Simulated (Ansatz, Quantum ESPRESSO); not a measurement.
# Conductance against width: vacuum gaps between two Ta(100) faces, part 2 of 4

Wanted: T at the Fermi level along a series, and its decay constant, for vacuum gaps between two Ta(100) faces.

Quantum ESPRESSO 7.5; plane-wave DFT, PBE, JTH PAW pseudopotentials; cross-check by Ansatz 0.2.0 with PAW datasets.

So far. Step 2 (Ground state, 3.5 Å): The run needed 16 iterations to bring the estimated error under 1e-07 Ry; the largest force on any atom, held or free, is 0.86 eV/Å.

## 3. The open system, 3.5 Å

Level of this step: transmission by pwcond, lead and junction from one cell; plane-wave DFT, PBE, JTH PAW pseudopotentials (Quantum ESPRESSO).

prefixt takes both regions from one run: the lead from 0 to bdl, the scattering region from bdl to bds (units of alat). ikind = 1 puts the same lead on both sides. The program's T_tot counts both spins in a run without spin; the tables below give T per spin.

Contents of j0.cond.in:

```
&inputcond
  outdir = './out'
  prefixt = 'j0.scf'
  tran_file = 'j0.cond.dat'
  bdl = 2.0000000000
  bds = 10.5542168675
  ikind = 1
  ewind = 4.0
  epsproj = 1e-05
  nz1 = 7
  energy0 = 0.4
  denergy = -0.4
/
15
  0.00000000 0.00000000 0.01562500
  0.00000000 0.12500000 0.06250000
  0.00000000 0.25000000 0.06250000
  0.00000000 0.37500000 0.06250000
  0.00000000 0.50000000 0.03125000
  0.12500000 0.12500000 0.06250000
  0.12500000 0.25000000 0.12500000
  0.12500000 0.37500000 0.12500000
  0.12500000 0.50000000 0.06250000
  0.25000000 0.25000000 0.06250000
  0.25000000 0.37500000 0.12500000
  0.25000000 0.50000000 0.06250000
  0.37500000 0.37500000 0.06250000
  0.37500000 0.50000000 0.06250000
  0.50000000 0.50000000 0.01562500
3
```

Started as:

```console
> OMP_NUM_THREADS=1 mpirun -n 4 pwcond.x -in j0.cond.in > j0.cond.out
```

Output:

```text
[banner, memory and clock lines left out]
Program PWCOND v.7.5 starts

          URL

     ./out/j0.scf.save/
     file Ta.GGA_PBE-JTH.UPF: wavefunction(s)  5S 6S 5P 6P 5D 0D renormalized

     IMPORTANT: XC functional enforced from input :
     Exchange-correlation= PBE
                           (   1   4   3   4   0   0   0)
     Any further DFT definition will be discarded
     Please, verify this is what you really want

     Reading collected, re-writing distributed wavefunctions

===== INPUT FILE containing all the regions =====

     GEOMETRY:

     lattice parameter (alat)  =       6.2739  a.u.
     the volume                =    2606.3748 (a.u.)^3
     the cross section         =      39.3617 (a.u.)^2
     l of the unit cell        =      10.5542 (alat)
     number of atoms/cell      =           20
     number of atomic types    =            1

     crystal axes: (cart. coord. in units of alat)
               a(1) = (  1.0000  0.0000  0.0000 )
               a(2) = (  0.0000  1.0000  0.0000 )
               a(3) = (  0.0000  0.0000 10.5542 )

   Cartesian axes

     site n.     atom                  positions (alat units)
          1        Ta     tau(  1)=(  0.0000  0.0000 10.5542  )
          2        Ta     tau(  2)=(  0.5000  0.5000  0.5000  )
          3        Ta     tau(  3)=(  0.0000  0.0000  1.0000  )
          4        Ta     tau(  4)=(  0.5000  0.5000  1.5000  )
          5        Ta     tau(  5)=(  0.0000  0.0000  2.0000  )
          6        Ta     tau(  6)=(  0.5000  0.5000  2.5000  )
          7        Ta     tau(  7)=(  0.0000  0.0000  3.0000  )
          8        Ta     tau(  8)=(  0.5000  0.5000  3.5000  )
          9        Ta     tau(  9)=(  0.0000  0.0000  4.0000  )
         10        Ta     tau( 10)=(  0.5000  0.5000  4.5000  )
         11        Ta     tau( 11)=(  0.0000  0.0000  5.5542  )
         12        Ta     tau( 12)=(  0.5000  0.5000  6.0542  )
         13        Ta     tau( 13)=(  0.0000  0.0000  6.5542  )
         14        Ta     tau( 14)=(  0.5000  0.5000  7.0542  )
         15        Ta     tau( 15)=(  0.0000  0.0000  7.5542  )
         16        Ta     tau( 16)=(  0.5000  0.5000  8.0542  )
         17        Ta     tau( 17)=(  0.0000  0.0000  8.5542  )
         18        Ta     tau( 18)=(  0.5000  0.5000  9.0542  )
         19        Ta     tau( 19)=(  0.0000  0.0000  9.5542  )
         20        Ta     tau( 20)=(  0.5000  0.5000 10.0542  )

     nr1s                      =           27
     nr2s                      =           27
     nr3s                      =          288
     nr1sx                     =           27
     nr2sx                     =           27
     nr3sx                     =          288
     nr1                       =           40
     nr2                       =           40
     nr3                       =          400
     nr1x                      =           40
     nr2x                      =           40
     nr3x                      =          400

 _______________________________
  Radii of nonlocal spheres:

     type       ibeta     ang. mom.          radius (alat units)
       Ta         1         0                    0.3812
       Ta         2         0                    0.3812
       Ta         3         1                    0.3812
       Ta         4         1                    0.3812
       Ta         5         2                    0.3812
       Ta         6         2                    0.3812
----- General information -----

--- T calc. with identical leads (ikind=1) ---

     nrx                       =           27
     nry                       =           27
     nz1                       =            7

     energy0               =         4.0E-01
     denergy               =        -4.0E-01
     nenergy               =          3
     ecut2d                =         4.5E+01
     ewind                 =         4.0E+00
     epsproj               =         1.0E-05

     number of k_|| points=   15
                       cryst. coord.
        k(    1) = (   0.0000000   0.0000000), wk =   0.0156250
        k(    2) = (   0.0000000   0.1250000), wk =   0.0625000
        k(    3) = (   0.0000000   0.2500000), wk =   0.0625000
        k(    4) = (   0.0000000   0.3750000), wk =   0.0625000
        k(    5) = (   0.0000000   0.5000000), wk =   0.0312500
        k(    6) = (   0.1250000   0.1250000), wk =   0.0625000
        k(    7) = (   0.1250000   0.2500000), wk =   0.1250000
        k(    8) = (   0.1250000   0.3750000), wk =   0.1250000
        k(    9) = (   0.1250000   0.5000000), wk =   0.0625000
        k(   10) = (   0.2500000   0.2500000), wk =   0.0625000
        k(   11) = (   0.2500000   0.3750000), wk =   0.1250000
        k(   12) = (   0.2500000   0.5000000), wk =   0.0625000
        k(   13) = (   0.3750000   0.3750000), wk =   0.0625000
        k(   14) = (   0.3750000   0.5000000), wk =   0.0625000
        k(   15) = (   0.5000000   0.5000000), wk =   0.0156250
----- Information about left/right lead -----

     nocros                   =           18
     noins                    =           54
     norb                     =           90
     norbf                    =          306
     nrz                      =           55

      iorb      type   ibeta   ang. mom.   m       position (alat)
        1        1       1        0        1   taunew(   1)=(  0.0000  0.0000  0.0000)
        2        1       2        0        1   taunew(   2)=(  0.0000  0.0000  0.0000)
        3        1       3        1        1   taunew(   3)=(  0.0000  0.0000  0.0000)
        4        1       3        1        2   taunew(   4)=(  0.0000  0.0000  0.0000)
        5        1       3        1        3   taunew(   5)=(  0.0000  0.0000  0.0000)
        6        1       4        1        1   taunew(   6)=(  0.0000  0.0000  0.0000)
        7        1       4        1        2   taunew(   7)=(  0.0000  0.0000  0.0000)
        8        1       4        1        3   taunew(   8)=(  0.0000  0.0000  0.0000)
        9        1       5        2        1   taunew(   9)=(  0.0000  0.0000  0.0000)
       10        1       5        2        2   taunew(  10)=(  0.0000  0.0000  0.0000)
       11        1       5        2        3   taunew(  11)=(  0.0000  0.0000  0.0000)
       12        1       5        2        4   taunew(  12)=(  0.0000  0.0000  0.0000)
       13        1       5        2        5   taunew(  13)=(  0.0000  0.0000  0.0000)
       14        1       6        2        1   taunew(  14)=(  0.0000  0.0000  0.0000)
       15        1       6        2        2   taunew(  15)=(  0.0000  0.0000  0.0000)
       16        1       6        2        3   taunew(  16)=(  0.0000  0.0000  0.0000)
[...]
267        1       6        2        2   taunew( 267)=(  0.0000  0.0000  7.5542)
      268        1       6        2        3   taunew( 268)=(  0.0000  0.0000  7.5542)
      269        1       6        2        4   taunew( 269)=(  0.0000  0.0000  7.5542)
      270        1       6        2        5   taunew( 270)=(  0.0000  0.0000  7.5542)
      271        1       1        0        1   taunew( 271)=(  0.5000  0.5000  8.0542)
      272        1       2        0        1   taunew( 272)=(  0.5000  0.5000  8.0542)
      273        1       3        1        1   taunew( 273)=(  0.5000  0.5000  8.0542)
      274        1       3        1        2   taunew( 274)=(  0.5000  0.5000  8.0542)
      275        1       3        1        3   taunew( 275)=(  0.5000  0.5000  8.0542)
      276        1       4        1        1   taunew( 276)=(  0.5000  0.5000  8.0542)
      277        1       4        1        2   taunew( 277)=(  0.5000  0.5000  8.0542)
      278        1       4        1        3   taunew( 278)=(  0.5000  0.5000  8.0542)
      279        1       5        2        1   taunew( 279)=(  0.5000  0.5000  8.0542)
      280        1       5        2        2   taunew( 280)=(  0.5000  0.5000  8.0542)
      281        1       5        2        3   taunew( 281)=(  0.5000  0.5000  8.0542)
      282        1       5        2        4   taunew( 282)=(  0.5000  0.5000  8.0542)
      283        1       5        2        5   taunew( 283)=(  0.5000  0.5000  8.0542)
      284        1       6        2        1   taunew( 284)=(  0.5000  0.5000  8.0542)
      285        1       6        2        2   taunew( 285)=(  0.5000  0.5000  8.0542)
      286        1       6        2        3   taunew( 286)=(  0.5000  0.5000  8.0542)
      287        1       6        2        4   taunew( 287)=(  0.5000  0.5000  8.0542)
      288        1       6        2        5   taunew( 288)=(  0.5000  0.5000  8.0542)
      289        1       1        0        1   taunew( 289)=(  0.0000  0.0000  8.5542)
      290        1       2        0        1   taunew( 290)=(  0.0000  0.0000  8.5542)
      291        1       3        1        1   taunew( 291)=(  0.0000  0.0000  8.5542)
      292        1       3        1        2   taunew( 292)=(  0.0000  0.0000  8.5542)
      293        1       3        1        3   taunew( 293)=(  0.0000  0.0000  8.5542)
      294        1       4        1        1   taunew( 294)=(  0.0000  0.0000  8.5542)
      295        1       4        1        2   taunew( 295)=(  0.0000  0.0000  8.5542)
      296        1       4        1        3   taunew( 296)=(  0.0000  0.0000  8.5542)
      297        1       5        2        1   taunew( 297)=(  0.0000  0.0000  8.5542)
      298        1       5        2        2   taunew( 298)=(  0.0000  0.0000  8.5542)
      299        1       5        2        3   taunew( 299)=(  0.0000  0.0000  8.5542)
      300        1       5        2        4   taunew( 300)=(  0.0000  0.0000  8.5542)
      301        1       5        2        5   taunew( 301)=(  0.0000  0.0000  8.5542)
      302        1       6        2        1   taunew( 302)=(  0.0000  0.0000  8.5542)
      303        1       6        2        2   taunew( 303)=(  0.0000  0.0000  8.5542)
      304        1       6        2        3   taunew( 304)=(  0.0000  0.0000  8.5542)
      305        1       6        2        4   taunew( 305)=(  0.0000  0.0000  8.5542)
      306        1       6        2        5   taunew( 306)=(  0.0000  0.0000  8.5542)
 ngper, shell number =          137          22
 ngper, n2d =          137          97
---  E-Ef =    0.4000000  k =    0.0000000   0.0000000
---  ie =          1  ik =          1
 Nchannels of the left tip =            1
 Right moving states:
   k1(2pi/a)   k2(2pi/a)   E-Ef (eV)
   0.2195740  -0.0000004   0.4000000
 Left moving states:
   k1(2pi/a)   k2(2pi/a)   E-Ef (eV)
  -0.2195740  -0.0000004   0.4000000

 to transmit
 Band j to band i transmissions and reflections:
    j         i     |T_ij|^2    |R_ij|^2

    1 -->     1     0.01015     0.98985
   Total T_j, R_j =    0.01015  0.98985

E-Ef(ev), T(x2 spins) =    0.4000000   0.0202978
---  E-Ef =    0.0000000  k =    0.0000000   0.0000000
---  ie =          2  ik =          1
 Nchannels of the left tip =            1
 Right moving states:
   k1(2pi/a)   k2(2pi/a)   E-Ef (eV)
   0.1522572  -0.0000004   0.0000000
 Left moving states:
   k1(2pi/a)   k2(2pi/a)   E-Ef (eV)
  -0.1522572  -0.0000004   0.0000000

 to transmit
 Band j to band i transmissions and reflections:
    j         i     |T_ij|^2    |R_ij|^2

    1 -->     1     0.01015     0.98985
   Total T_j, R_j =    0.01015  0.98985

E-Ef(ev), T(x2 spins) =    0.0000000   0.0202942
---  E-Ef =   -0.4000000  k =    0.0000000   0.0000000
---  ie =          3  ik =          1
 Nchannels of the left tip =            1
 Right moving states:
   k1(2pi/a)   k2(2pi/a)   E-Ef (eV)
   0.0827245  -0.0000004  -0.4000000
 Left moving states:
   k1(2pi/a)   k2(2pi/a)   E-Ef (eV)
  -0.0827245  -0.0000004  -0.4000000

 to transmit
 Band j to band i transmissions and reflections:
    j         i     |T_ij|^2    |R_ij|^2

    1 -->     1     0.00970     0.99030
   Total T_j, R_j =    0.00970  0.99030

E-Ef(ev), T(x2 spins) =   -0.4000000   0.0193905
 ngper, shell number =          141          70
 ngper, n2d =          141          94
[... further energies and points left out ...]
---  E-Ef =    0.4000000  k =    0.5000000   0.5000000
---  ie =          1  ik =         15
 Nchannels of the left tip =            2
 Right moving states:
   k1(2pi/a)   k2(2pi/a)   E-Ef (eV)
  -0.4670371   0.0000353   0.4000000
  -0.4670371   0.0000353   0.4000000
 Left moving states:
   k1(2pi/a)   k2(2pi/a)   E-Ef (eV)
   0.4670371   0.0000353   0.4000000
   0.4670371   0.0000353   0.4000000

 to transmit
 Band j to band i transmissions and reflections:
    j         i     |T_ij|^2    |R_ij|^2

    1 -->     1     0.20438     0.26764
    1 -->     2     0.00000     0.52799
   Total T_j, R_j =    0.20438  0.79562

    2 -->     1     0.00000     0.52799
    2 -->     2     0.20438     0.26764
   Total T_j, R_j =    0.20438  0.79562

E-Ef(ev), T(x2 spins) =    0.4000000   0.8175043
---  E-Ef =    0.0000000  k =    0.5000000   0.5000000
---  ie =          2  ik =         15
 Nchannels of the left tip =            2
 Right moving states:
   k1(2pi/a)   k2(2pi/a)   E-Ef (eV)
   0.4219481   0.0000373   0.0000000
   0.4219481   0.0000373   0.0000000
 Left moving states:
   k1(2pi/a)   k2(2pi/a)   E-Ef (eV)
  -0.4219481   0.0000373   0.0000000
  -0.4219481   0.0000373   0.0000000

 to transmit
 Band j to band i transmissions and reflections:
    j         i     |T_ij|^2    |R_ij|^2

    1 -->     1     0.18399     0.31682
    1 -->     2     0.00000     0.49919
   Total T_j, R_j =    0.18399  0.81601

    2 -->     1     0.00000     0.49919
    2 -->     2     0.18399     0.31682
   Total T_j, R_j =    0.18399  0.81601

E-Ef(ev), T(x2 spins) =    0.0000000   0.7359460
---  E-Ef =   -0.4000000  k =    0.5000000   0.5000000
---  ie =          3  ik =         15
 Nchannels of the left tip =            2
 Right moving states:
   k1(2pi/a)   k2(2pi/a)   E-Ef (eV)
   0.3037649   0.0000404  -0.4000000
   0.3037649   0.0000404  -0.4000000
 Left moving states:
   k1(2pi/a)   k2(2pi/a)   E-Ef (eV)
  -0.3037649   0.0000404  -0.4000000
  -0.3037649   0.0000404  -0.4000000

 to transmit
 Band j to band i transmissions and reflections:
    j         i     |T_ij|^2    |R_ij|^2

    1 -->     1     0.17871     0.34467
    1 -->     2     0.00000     0.47662
   Total T_j, R_j =    0.17871  0.82129

    2 -->     1     0.00000     0.47662
    2 -->     2     0.17871     0.34467
   Total T_j, R_j =    0.17871  0.82129

E-Ef(ev), T(x2 spins) =   -0.4000000   0.7148391
   T_tot     0.40000      0.10952E+01
   T_tot     0.00000      0.11332E+01
   T_tot    -0.40000      0.10167E+01

Note: The following floating-point exceptions are signalling: IEEE_UNDERFLOW_FLAG
Note: The following floating-point exceptions are signalling: IEEE_UNDERFLOW_FLAG
Note: The following floating-point exceptions are signalling: IEEE_UNDERFLOW_FLAG
Note: The following floating-point exceptions are signalling: IEEE_UNDERFLOW_FLAG
```

Wall time 2.7 min (4 MPI ranks of Arm Neoverse V1, shared host); peak memory 0.38 GiB.

Numbers from this step:

- lead channels at the Fermi level, one spin: 2.609
- transmission at the Fermi level, one spin: 0.5666
- conductance: 0.5666 G₀

Per spin; mean over the k mesh across the current. Table of open channels, zone mean by energy, zero at the Fermi level:

| energy (eV) | open channels, zone mean |
| --- | --- |
| -0.400 | 2.92 |
| 0.000 | 2.61 |
| 0.400 | 1.92 |

Per spin; mean over the k mesh across the current. The transmission, zone mean by energy, zero at the Fermi level:

| energy (eV) | transmission, zone mean |
| --- | --- |
| -0.400 | 0.508 |
| 0.000 | 0.567 |
| 0.400 | 0.548 |

At 0.000 eV; k in fractions of b1, b2. Transmission by k point:

| k1 | k2 | weight | t | channels |
| --- | --- | --- | --- | --- |
| 0 | 0 | 0.01562 | 0.01015 | 1 |
| 0 | 0.125 | 0.0625 | 0.02972 | 1 |
| 0 | 0.25 | 0.0625 | 1.015 | 3 |
| 0 | 0.375 | 0.0625 | 0.6707 | 5 |
| 0 | 0.5 | 0.03125 | 1.528 | 4 |
| 0.125 | 0.125 | 0.0625 | 0.9863 | 3 |
| 0.125 | 0.25 | 0.125 | 0.1796 | 3 |
| 0.125 | 0.375 | 0.125 | 1.07 | 4 |
| 0.125 | 0.5 | 0.0625 | 1.926 | 4 |
| 0.25 | 0.25 | 0.0625 | 0.006361 | 1 |
| 0.25 | 0.375 | 0.125 | 0.005778 | 1 |
| 0.25 | 0.5 | 0.0625 | 0.396 | 2 |
| 0.375 | 0.375 | 0.0625 | 0.3115 | 2 |
| 0.375 | 0.5 | 0.0625 | 0.3555 | 2 |
| 0.5 | 0.5 | 0.01562 | 0.368 | 2 |

(Part 2 of 4 ends here.)

[Logs are printed without paths, hosts, clocks, repeated set-up lines and the standing remarks that a program may print on its own settings, such as how far it seeks lower states.]

[Hosts, paths, dates, database ids (printed as entryN), source tags and the programs' standing remarks are cut or masked in the printed files.]

[Maps of the electrostatic potential energy from Ansatz leave out the sawtooth potential of an applied field or a dipole correction, so their vacuum need not be flat; planar profiles and work functions include it.]
